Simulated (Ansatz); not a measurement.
# Y on Ti(0001): change of the work function, part 3 of 3

Aim: the work function of Ti(0001) at several coverages of Y (fcc site), and the dipole that each adsorbate carries.

Ansatz 0.2.0; plane-wave DFT, PBE, Ansatz PAW.

So far, work function, upper face (eV): step 2 (the clean slab) 4.37; step 3 (37 atoms, coverage 0.111 ML, cell 3x3) 3.08.

**4. Adsorbate added, k-mesh 6×6×1, coverage 0.25 ML**

System of this step: Y/Ti(0001). The cell holds 17 atoms: 16 Ti and 1 Y. Cell: a = 5.900 Å, b = 5.900 Å, c = 28.099 Å, α = 90.0°, β = 90.0°, γ = 60.0°. Vacuum lies along c.

Another coverage, to see how the dipoles act on each other as their distance changes.

input.yaml reads:

```yaml
crystal:
  lattice:
    - [5.9, 0.0, 0.0]
    - [2.95, 5.1095498824, 0.0]
    - [0.0, 0.0, 28.0985718138]
  atoms:
    - { symbol: Ti, position: [0.3333333333, 0.3333333333, 0.3203009768] }
    - { symbol: Ti, position: [0.0, 0.0, 0.4036610855] }
    - { symbol: Ti, position: [0.3333333333, 0.3333333333, 0.4894413817] }
    - { symbol: Ti, position: [0.0, 0.0, 0.5666223459] }
    - { symbol: Ti, position: [0.3333333333, 0.8333333333, 0.3203009768] }
    - { symbol: Ti, position: [0.0, 0.5, 0.4036610855] }
    - { symbol: Ti, position: [0.3333333333, 0.8333333333, 0.4894413817] }
    - { symbol: Ti, position: [0.0, 0.5, 0.5666223459] }
    - { symbol: Ti, position: [0.8333333333, 0.3333333333, 0.3203009768] }
    - { symbol: Ti, position: [0.5, 0.0, 0.4036610855] }
    - { symbol: Ti, position: [0.8333333333, 0.3333333333, 0.4894413817] }
    - { symbol: Ti, position: [0.5, 0.0, 0.5666223459] }
    - { symbol: Ti, position: [0.8333333333, 0.8333333333, 0.3203009768] }
    - { symbol: Ti, position: [0.5, 0.5, 0.4036610855] }
    - { symbol: Ti, position: [0.8333333333, 0.8333333333, 0.4894413817] }
    - { symbol: Ti, position: [0.5, 0.5, 0.5666223459] }
    - { symbol: "Y", position: [0.1666666667, 0.1666666667, 0.6796990232] }
kpoints:
  mp_grid: { grid: [6, 6, 1] }
hamiltonian:
  xc: pbe
scf:
  occupations: { method: fermi_dirac, width: 0.1 }
  convergence: { dr2_threshold: 1.0e-08 }
efield:
  axis: 3
  dipole_correction: true
  ramp_position: 0.97
  ramp_width: 0.06
relax:
  f_tol: 0.02
  max_steps: 60
  constraints: [{ sites: [0, 1, 4, 5, 8, 9, 12, 13] }]
output:
  dos: { projected: true, e_range: [-8, 4] }
  write_potential: true
  write_density: true
  volumetric_format: npy
  elf: true
```

On the command line:

```console
> ansatz run input.yaml --threads 4 --pin off --max-ram 16384MiB --backend cpu --events-out ev --progress --plain --runs-dir out
```

Numbers of over 12 decimals in the logs are rounded to 6 here.

Log:

```text
[...]
Crystal: 17 atoms, lattice volume = 847.069 Å³
Basis set: ecut = 420 eV, 16413 PW (Γ), exchange–correlation on 80×80×384 points (8 copies of the dense FFT grid, shifted against one another)
Bands: 122, of which v1, the nominal top of the filled ones, is band 102 counted from 1 (101 counted from 0)
Symmetry: 6 space group operations
[...]
k-points: 7 of 36 (time reversal used)
[...]
SCF iter   1: F=—  HF=-43835.248814 eV  |F-HF|=—  |Δ(HF+E_count)|=         —  Δρ=9.47e-3  dr2=2.54e1  ethr=1.77e-3  p=0.272 e·Å  D=5.82e-2 V/Å  ΔV_dip=-1.63 eV  dr2_dipole=1.64e1  V_vac-E_F(+/−)=2.52/4.16 eV  ⟨swp⟩=10.6  Hψ=4150  notcnv=0
[...]
SCF iter  11: F=-43835.070090 eV  HF=-43835.070090 eV  |F-HF|=1.80e-9  |Δ(HF+E_count)|=   3.10e-8  Δρ=4.05e-7  dr2=1.66e-9  ethr=4.93e-12  p=0.274 e·Å  D=5.85e-2 V/Å  ΔV_dip=-1.64 eV  dr2_dipole=1.14e-10  V_vac-E_F(+/−)=2.77/4.41 eV  ⟨swp⟩=17.4  Hψ=7492  notcnv=0
SCF 1 converged in 11 iterations: F = -43835.070090 eV  dr2 = 1.66e-9
[...]
relax step   1: F+E_penalty+E_count = -43835.07009005 eV  Δ(F+E_penalty+E_count) = +0.000e0 eV  max|allowed force component| = 2.016e0 eV/Å  Δτ_max = 0.0000 Å  (11 SCF iters, accepted)
[...]
SCF iter  10: F=-43835.594424 eV  HF=-43835.594424 eV  |F-HF|=5.36e-9  |Δ(HF+E_count)|=   6.85e-8  Δρ=5.56e-7  dr2=7.74e-9  ethr=1.00e-12  p=0.308 e·Å  D=6.58e-2 V/Å  ΔV_dip=-1.85 eV  dr2_dipole=3.26e-9  V_vac-E_F(+/−)=2.56/4.41 eV  ⟨swp⟩=15.3  Hψ=7628  notcnv=0
SCF 2 converged in 10 iterations: F = -43835.594424 eV  dr2 = 7.74e-9
relax step   2: F+E_penalty+E_count = -43835.59442407 eV  Δ(F+E_penalty+E_count) = -5.243e-1 eV  max|allowed force component| = 1.936e0 eV/Å  Δτ_max = 0.1920 Å  (10 SCF iters, accepted)
[...]
SCF iter  10: F=-43835.986672 eV  HF=-43835.986672 eV  |F-HF|=4.95e-10  |Δ(HF+E_count)|=   2.16e-8  Δρ=3.98e-7  dr2=2.41e-9  ethr=4.93e-12  p=0.329 e·Å  D=7.03e-2 V/Å  ΔV_dip=-1.97 eV  dr2_dipole=2.96e-11  V_vac-E_F(+/−)=2.43/4.41 eV  ⟨swp⟩=15.9  Hψ=7559  notcnv=0
SCF 3 converged in 10 iterations: F = -43835.986672 eV  dr2 = 2.41e-9
[...]
relax step   3: F+E_penalty+E_count = -43835.98667239 eV  Δ(F+E_penalty+E_count) = -3.922e-1 eV  max|allowed force component| = 1.389e0 eV/Å  Δτ_max = 0.1931 Å  (10 SCF iters, accepted)
[...]
relax step   4: F+E_penalty+E_count = -43836.20734760 eV  Δ(F+E_penalty+E_count) = -2.207e-1 eV  max|allowed force component| = 4.562e-1 eV/Å  Δτ_max = 0.1949 Å  (9 SCF iters, accepted)
[...]
relax step   5: F+E_penalty+E_count = -43836.24471883 eV  Δ(F+E_penalty+E_count) = -3.737e-2 eV  max|allowed force component| = 1.937e-1 eV/Å  Δτ_max = 0.1797 Å  (10 SCF iters, accepted)
[...]
relax step   6: F+E_penalty+E_count = -43836.26057209 eV  Δ(F+E_penalty+E_count) = -1.585e-2 eV  max|allowed force component| = 4.918e-2 eV/Å  Δτ_max = 0.0347 Å  (9 SCF iters, accepted)
[...]
relax step   7: F+E_penalty+E_count = -43836.26108824 eV  Δ(F+E_penalty+E_count) = -5.161e-4 eV  max|allowed force component| = 2.090e-2 eV/Å  Δτ_max = 0.0059 Å  (7 SCF iters, accepted)
SCF iter   1: F=—  HF=-43836.260833 eV  |F-HF|=—  |Δ(HF+E_count)|=         —  Δρ=1.36e-4  dr2=2.44e-3  ethr=1.77e-5  p=0.323 e·Å  D=6.91e-2 V/Å  ΔV_dip=-1.94 eV  dr2_dipole=7.46e-4  V_vac-E_F(+/−)=2.47/4.41 eV  ⟨swp⟩=1.0  Hψ=1043  notcnv=0
[...]
SCF iter   6: F=-43836.261139 eV  HF=-43836.261139 eV  |F-HF|=4.71e-9  |Δ(HF+E_count)|=   4.41e-8  Δρ=4.29e-7  dr2=3.97e-9  ethr=4.93e-12  p=0.324 e·Å  D=6.92e-2 V/Å  ΔV_dip=-1.94 eV  dr2_dipole=1.07e-10  V_vac-E_F(+/−)=2.47/4.41 eV  ⟨swp⟩=11.4  Hψ=5951  notcnv=0
SCF 8 converged in 6 iterations: F = -43836.261139 eV  dr2 = 3.97e-9
relax step   8: F+E_penalty+E_count = -43836.26113942 eV  Δ(F+E_penalty+E_count) = -5.118e-5 eV  max|allowed force component| = 8.742e-4 eV/Å  Δτ_max = 0.0039 Å  (6 SCF iters, accepted)
[...]
SCF converged after 6 iterations
Free energy (F): -43836.261139 eV
[...]
Internal energy: -43835.316097 eV  (E = F + TS)
E sigma→0 (E₀):  -43835.788618 eV
Entropy (-TS):   -0.945043 eV (-55.591 meV/atom)
Fermi energy:    2.695940 eV
Dipole field:    D = 0.069174 V/Å  (p = 0.323819 e·Å, saw-weighted, corrected)
Work function:   Φ+ = 2.4707 eV   Φ− = 4.4144 eV
[...]
--- Forces (eV/Å), atoms counted from 1 ---
  atom   1  Ti    -0.01525694    -0.00880860     0.57684665
  atom   2  Ti    -0.01128998    -0.00651827    -0.60746817
  atom   3  Ti     0.00012986     0.00007497     0.00087419
  atom   4  Ti     0.00018470     0.00010664    -0.00055082
  atom   5  Ti     0.00000000     0.01761719     0.57684665
  atom   6  Ti    -0.00000000     0.01303654    -0.60746817
  atom   7  Ti     0.00000000    -0.00014995     0.00087419
  atom   8  Ti    -0.00000000    -0.00021328    -0.00055082
  atom   9  Ti     0.01525694    -0.00880860     0.57684665
  atom  10  Ti     0.01128998    -0.00651827    -0.60746817
  atom  11  Ti    -0.00012986     0.00007497     0.00087419
  atom  12  Ti    -0.00018470     0.00010664    -0.00055082
  atom  13  Ti     0.00000000     0.00000000     0.58743739
  atom  14  Ti    -0.00000000    -0.00000000    -0.49587819
  atom  15  Ti     0.00000000     0.00000000    -0.00050649
  atom  16  Ti     0.00000000    -0.00000000    -0.00068838
  atom  17  Y      0.00000000     0.00000000     0.00052025
  max |Σ_I F_I| component: 9.89e-6 eV/Å
--- Band table (eV; the first three rows and the last of 7) ---
  k-point 0: bands = [... 98 lower, 2.9940, 2.9940, 3.0128, 3.0400, 3.1484, 3.2313, 3.2313, 3.4063, ... 16 higher]
  k-point 1: bands = [... 98 lower, 2.8406, 2.9071, 2.9138, 2.9301, 3.0630, 3.0894, 3.1041, 3.2464, ... 16 higher]
  k-point 2: bands = [... 98 lower, 2.5030, 2.6824, 2.7055, 2.7411, 2.8012, 2.8760, 2.9089, 2.9684, ... 16 higher]
  k-point 6: bands = [... 98 lower, 2.3121, 2.3206, 2.3491, 2.3949, 2.5773, 2.5810, 2.6240, 2.7651, ... 16 higher]
--- Relaxed structure (8 steps of the walk, 8 accepted, 0 SCFs on fresh bases) ---
  F+E_penalty+E_count = -43836.26113942 eV   max|allowed force component| = 8.742e-4 eV/Å
  atoms:
    - { symbol: Ti, position: [0.333333, 0.333333, 0.3203009768] }
[...]
- { symbol: Ti, position: [0.338479, 0.338479, 0.488915] }
    - { symbol: Ti, position: [0.0059473, 0.0059473, 0.565958] }
    - { symbol: Ti, position: [0.333333, 0.833333, 0.3203009768] }
    - { symbol: Ti, position: [5.551115123125783e-17, 0.5, 0.4036610855] }
    - { symbol: Ti, position: [0.338479, 0.823042, 0.488915] }
    - { symbol: Ti, position: [0.0059473, 0.488105, 0.565958] }
    - { symbol: Ti, position: [0.833333, 0.333333, 0.3203009768] }
    - { symbol: Ti, position: [0.5, 2.66671216701714e-17, 0.4036610855] }
    - { symbol: Ti, position: [0.823042, 0.338479, 0.488915] }
    - { symbol: Ti, position: [0.488105, 0.0059473, 0.565958] }
    - { symbol: Ti, position: [0.833333, 0.833333, 0.3203009768] }
    - { symbol: Ti, position: [0.500000, 0.5, 0.4036610855] }
    - { symbol: Ti, position: [0.833333, 0.833333, 0.487707] }
    - { symbol: Ti, position: [0.500000, 0.5, 0.575281] }
    - { symbol: Y, position: [0.166667, 0.166667, 0.653546] }
```

Wall time 3.2 min (4 threads of Arm Neoverse V1, shared host); peak memory 2.5 GiB; 13 min of CPU time.

Step by step:

```
step  energy less that of the first step (eV)  largest force component (eV/Å)
   1                                   0.0000                          2.0159
   2                                  -0.5243                          1.9364
   3                                  -0.9166                          1.3886
   4                                  -1.1373                          0.4562
   5                                  -1.1746                          0.1937
   6                                  -1.1905                          0.0492
   7                                  -1.1910                          0.0209
   8                                  -1.1910                          0.0009
```

The run keeps the 6 symmetry operations that it works with, so distortions that break them were not tested.

The atoms that moved most (Å):

| atom | dx | dy | dz | length |
| --- | --- | --- | --- | --- |
| Y17 | 0.000 | 0.000 | -0.735 | 0.735 |
| Ti16 | 0.000 | 0.000 | 0.243 | 0.243 |
| Ti12 | -0.053 | 0.030 | -0.019 | 0.064 |
| Ti4 | 0.053 | 0.030 | -0.019 | 0.064 |
| Ti8 | 0.000 | -0.061 | -0.019 | 0.064 |
| Ti11 | -0.046 | 0.026 | -0.015 | 0.055 |
| Ti7 | 0.000 | -0.053 | -0.015 | 0.055 |
| Ti3 | 0.046 | 0.026 | -0.015 | 0.055 |

Final coordinates:

```xyz
17
Lattice="5.9000 0.0000 0.0000 2.9500 5.1095 0.0000 0.0000 0.0000 28.0986" Properties=species:S:1:pos:R:3
Ti    2.9500    1.7032    9.0000
Ti    0.0000    0.0000   11.3423
Ti    2.9955    1.7295   13.7378
Ti    0.0526    0.0304   15.9026
Ti    4.4250    4.2580    9.0000
Ti    1.4750    2.5548   11.3423
Ti    4.4250    4.2054   13.7378
Ti    1.4750    2.4940   15.9026
Ti    5.9000    1.7032    9.0000
Ti    2.9500    0.0000   11.3423
Ti    5.8545    1.7295   13.7378
Ti    2.8974    0.0304   15.9026
Ti    7.3750    4.2580    9.0000
Ti    4.4250    2.5548   11.3423
Ti    7.3750    4.2580   13.7039
Ti    4.4250    2.5548   16.1646
Y     1.4750    0.8516   18.3637
```

Numbers from this step:

```
energy at zero smearing        : -43835.7886 eV
work function, upper face      : 2.471 eV
dipole along the normal        : 0.3238 e·Å
step between the vacuum levels : -1.944 eV
```

Running mean over 2.342 Å of the planar mean; the ramp of the sawtooth is left out. Table of electron's electrostatic potential energy less the Fermi level by z:

z (Å), electron's electrostatic potential energy less the Fermi level (eV) and a bar from the least value:
```
        4       4.41 ##############################
        5       4.39 ##############################
        6       4.23 ##############################
        7       2.89 ##########################
        8      -3.13 ###########
        9      -6.73 #
       10      -6.59 ##
       11      -6.57 ##
       12      -6.46 ##
       13      -6.44 ##
       14      -6.85 #
       15      -7.21 
       16      -6.58 ##
       17      -4.13 ########
       18      -1.20 ################
       19      -0.67 #################
       20       1.36 ######################
       21       2.29 #########################
       22       2.44 #########################
       23       2.47 #########################
       24       2.47 #########################
       25       2.47 #########################
```

The density of states has structure finer than the step of the table below, so its rows give means over 0.2 eV, whole bins alone (the curve runs from -8 to 0.75 eV). Peaks (eV: height): -1.23: 49.4, -1.17: 54.0, -0.72: 46.5, 0.15: 45.5, 0.24: 51.2, 0.30: 64.7, 0.36: 48.6.

Density of states against energy, zero at the Fermi level; means over each step:

energy (eV), density of states (states/eV a cell) and a bar:
```
     -6.0        0.0 
     -5.8        0.0 
     -5.6        1.0 #
     -5.4        1.0 #
     -5.2        1.2 #
     -5.0        1.1 #
     -4.8        1.5 #
     -4.6        2.6 ##
     -4.4        3.2 ##
     -4.2        2.3 ##
     -4.0        2.5 ##
     -3.8        2.5 ##
     -3.6        5.5 ####
     -3.4        4.6 ###
     -3.2        2.5 ##
     -3.0        6.8 #####
     -2.8        9.5 #######
     -2.6        6.2 #####
     -2.4       16.8 #############
     -2.2       14.3 ###########
     -2.0       17.8 #############
     -1.8       20.1 ###############
     -1.6       20.4 ###############
     -1.4       15.4 ############
     -1.2       30.9 #######################
     -1.0       26.5 ####################
     -0.8       30.4 #######################
     -0.6       21.1 ################
     -0.4       23.3 #################
     -0.2       31.5 ########################
      0.0       27.3 ####################
      0.2       38.0 ############################
      0.4       40.1 ##############################
      0.6       30.6 #######################
```

Projected DOS per atom over height of the atomic layer and energy from the Fermi level. Layers: Ti4 Ti4 Ti4 Ti4 Y from below.

Ten even steps from '_' (0.00 states/eV) to '@' (2.73 states/eV), each cell a mean:
```
@@##**##@@
@@++++**++
%%====**##
++**==++--
++==++**++
--======++
--====--..
::====--..
........__
........__
__________
__________
__________
__________
__________
__________
__________
__________
__________
__________
__________
__________
```
Columns: height of the atomic layer (Å) from 9 to 18.4; rows upwards: energy from the Fermi level (eV) from -7.96 to 0.745.

Electrostatic potential energy in the ca plane at fractional y = 0.000, with atoms of Ti within 0.2 Å of it. With pseudopotentials it is smooth inside the atoms' cores, unlike the true potential.

Ten even steps from '0' (-34 eV) to '9' (6 eV), each cell a mean:
```
99862000489999985100268999999999999999999999
88885213689888887422589999999999999999999999
68888767898766888877899999999999999999999999
57899888998645789988999999999999999999999999
57898888998655789888899999999999999999999999
78887445788877888655789999999999999999999999
89873001589989986200379999999999999999999999
99861000389999984000158999999999999999999999
99862000489999985000168888889999999999999999
88885213689888887311478877778999999999999999
68888767898777888766788754568899999999999999
57899888998756789888998742367899999999999999
57898888998766788878898753467899999999999999
78887445789878887533688866678899999999999999
89873001589999985100268887888999999999999999
99861000389999984000158999999999999999999999
```
Columns run along c (16.0 Å, from fractional 0.33 to 0.90 of the cell; values clipped at the 3rd and 97th percentile), rows up along a (5.9 Å). Atoms in or near the plane, at fractional coordinates: Ti at (0.40, 0.00), Ti at (0.57, 0.01), Ti at (0.40, 0.50), Ti at (0.57, 0.49).

ELF in the ca plane at fractional y = 0.000, with atoms of Ti within 0.2 Å of it. It is the smooth field of the valence electrons, not physical close to the nuclei.

Values, 9 rows by 16 columns, each cell a mean:
```
0.46 0.33 0.47 0.29 0.43 0.39 0.44 0.35 0.24 0.27 0.19 0.10 0.03 0.00 0.00 0.00
0.19 0.28 0.21 0.27 0.17 0.22 0.24 0.21 0.38 0.33 0.16 0.04 0.01 0.00 0.00 0.00
0.18 0.33 0.21 0.29 0.19 0.22 0.27 0.24 0.40 0.32 0.15 0.04 0.01 0.00 0.00 0.00
0.39 0.29 0.47 0.26 0.33 0.34 0.40 0.30 0.26 0.30 0.19 0.09 0.02 0.00 0.00 0.00
0.60 0.39 0.38 0.34 0.65 0.48 0.38 0.40 0.15 0.12 0.16 0.19 0.07 0.01 0.00 0.00
0.28 0.24 0.36 0.26 0.22 0.28 0.35 0.29 0.18 0.30 0.13 0.28 0.17 0.03 0.00 0.00
0.18 0.38 0.24 0.34 0.16 0.24 0.28 0.40 0.36 0.65 0.16 0.31 0.23 0.04 0.00 0.00
0.23 0.24 0.28 0.27 0.17 0.25 0.29 0.28 0.22 0.40 0.14 0.29 0.19 0.03 0.00 0.00
0.56 0.38 0.41 0.32 0.60 0.46 0.39 0.39 0.14 0.11 0.14 0.21 0.09 0.01 0.00 0.00
```
Columns run along c (16.0 Å, from fractional 0.33 to 0.90 of the cell), rows up along a (5.9 Å). Atoms in or near the plane, at fractional coordinates: Ti at (0.40, 0.00), Ti at (0.57, 0.01), Ti at (0.40, 0.50), Ti at (0.57, 0.49).

Valence density in the ca plane at fractional y = 0.000, with atoms of Ti within 0.2 Å of it. It is the smooth field of the valence electrons, not physical close to the nuclei.

Values in units of 1e0 e/Å³, 9 rows by 16 columns, each cell a mean:
```
0.2 1.4 4.6 0.3 0.2 0.2 3.4 1.9 0.1 0.0 0.0 0.0 0.0 0.0 0.0 0.0
0.3 0.2 0.4 0.2 0.4 0.2 0.3 0.2 0.0 0.0 0.0 0.0 0.0 0.0 0.0 0.0
0.3 0.2 0.2 0.2 0.5 0.2 0.2 0.1 0.0 0.0 0.0 0.0 0.0 0.0 0.0 0.0
0.2 1.0 3.3 0.2 0.2 0.2 2.4 1.3 0.1 0.0 0.0 0.0 0.0 0.0 0.0 0.0
0.2 2.3 7.1 0.3 0.2 0.3 6.1 3.5 0.1 0.1 0.0 0.0 0.0 0.0 0.0 0.0
0.2 0.5 1.6 0.2 0.2 0.2 1.7 1.0 0.2 0.3 0.1 0.0 0.0 0.0 0.0 0.0
0.3 0.2 0.2 0.2 0.4 0.2 0.2 0.2 0.3 0.8 0.1 0.0 0.0 0.0 0.0 0.0
0.3 0.3 0.9 0.2 0.3 0.2 1.0 0.6 0.2 0.4 0.1 0.0 0.0 0.0 0.0 0.0
0.2 2.0 6.4 0.3 0.2 0.3 5.7 3.3 0.1 0.1 0.0 0.0 0.0 0.0 0.0 0.0
```
Columns run along c (16.0 Å, from fractional 0.33 to 0.90 of the cell), rows up along a (5.9 Å). Atoms in or near the plane, at fractional coordinates: Ti at (0.40, 0.00), Ti at (0.57, 0.01), Ti at (0.40, 0.50), Ti at (0.57, 0.49).

The relaxation took 8 steps and lowered the energy by 1.2 eV; the largest force on the free atoms ends at 8.7e-4 eV/Å.

By hand: a sheet of dipoles makes a step −p/(ε₀A) in the electron's potential. With e/ε₀ = 180.95 V·Å, p = 0.3238 e·Å and A = 30.15 Å², that is −180.95 × (0.3238) / 30.15 = -1.944 eV, and the two vacuum levels of the run differ by -1.944 eV.

The covered face has 2.47 eV, -1.90 eV against the clean one; the bare back face has moved by -0.01 eV, a measure of how thin the slab is.

**5. Work function against coverage**

This step: plane-wave DFT, PBE, Ansatz PAW; work function against coverage (Ansatz 0.2.0).

The runs are now put side by side.

Numbers from this step:

* work function of the clean face: 4.373 eV
* largest change of the work function: -1.902 eV

Table of work function of the covered face by coverage:

```csv
coverage (adsorbates/nm²),work function of the covered face (eV)
0.00,4.37
1.47,3.08
3.32,2.47
```

The dipole per adsorbate comes from the change of the cell's dipole. Coverage, by row:

```csv
coverage (1/nm²),coverage (ML),work function (eV),change (eV),"dipole per adsorbate, positive end outwards (debye)",mean height of the added atoms over the highest substrate atom (Å)
1.474,0.1111,3.076,-1.297,2.319,2.229
3.317,0.25,2.471,-1.902,1.515,2.199
```

**6. Outcome**

```json
{
  "work function of the clean face": "4.37 eV",
  "work function at 0.11 ML": "3.08 eV",
  "work function at 0.25 ML": "2.47 eV",
  "dipole per adsorbate at 0.11 ML, positive end outwards": "2.32 D"
}
```

**Reading.** Y lowers the work function of Ti(0001) at the lowest coverage, by 1.30 eV: the adsorbate layer has its positive end outwards. The slab has 4 layers, at the tabulated experimental lattice constant, one starting site was run, and quantum-size effects of a slab this thin can reach one or two tenths of an eV. The main runs have no spin polarisation; a magnetic state could lie lower and would change these results.

[Logs are printed without paths, hosts, clocks, repeated set-up lines and the standing remarks that a program may print on its own settings, such as how far it seeks lower states.]

[Hosts, paths, dates, database ids (printed as entryN), source tags and the programs' standing remarks are cut or masked in the printed files.]

[Maps of the electrostatic potential energy from Ansatz leave out the sawtooth potential of an applied field or a dipole correction, so their vacuum need not be flat; planar profiles and work functions include it.]
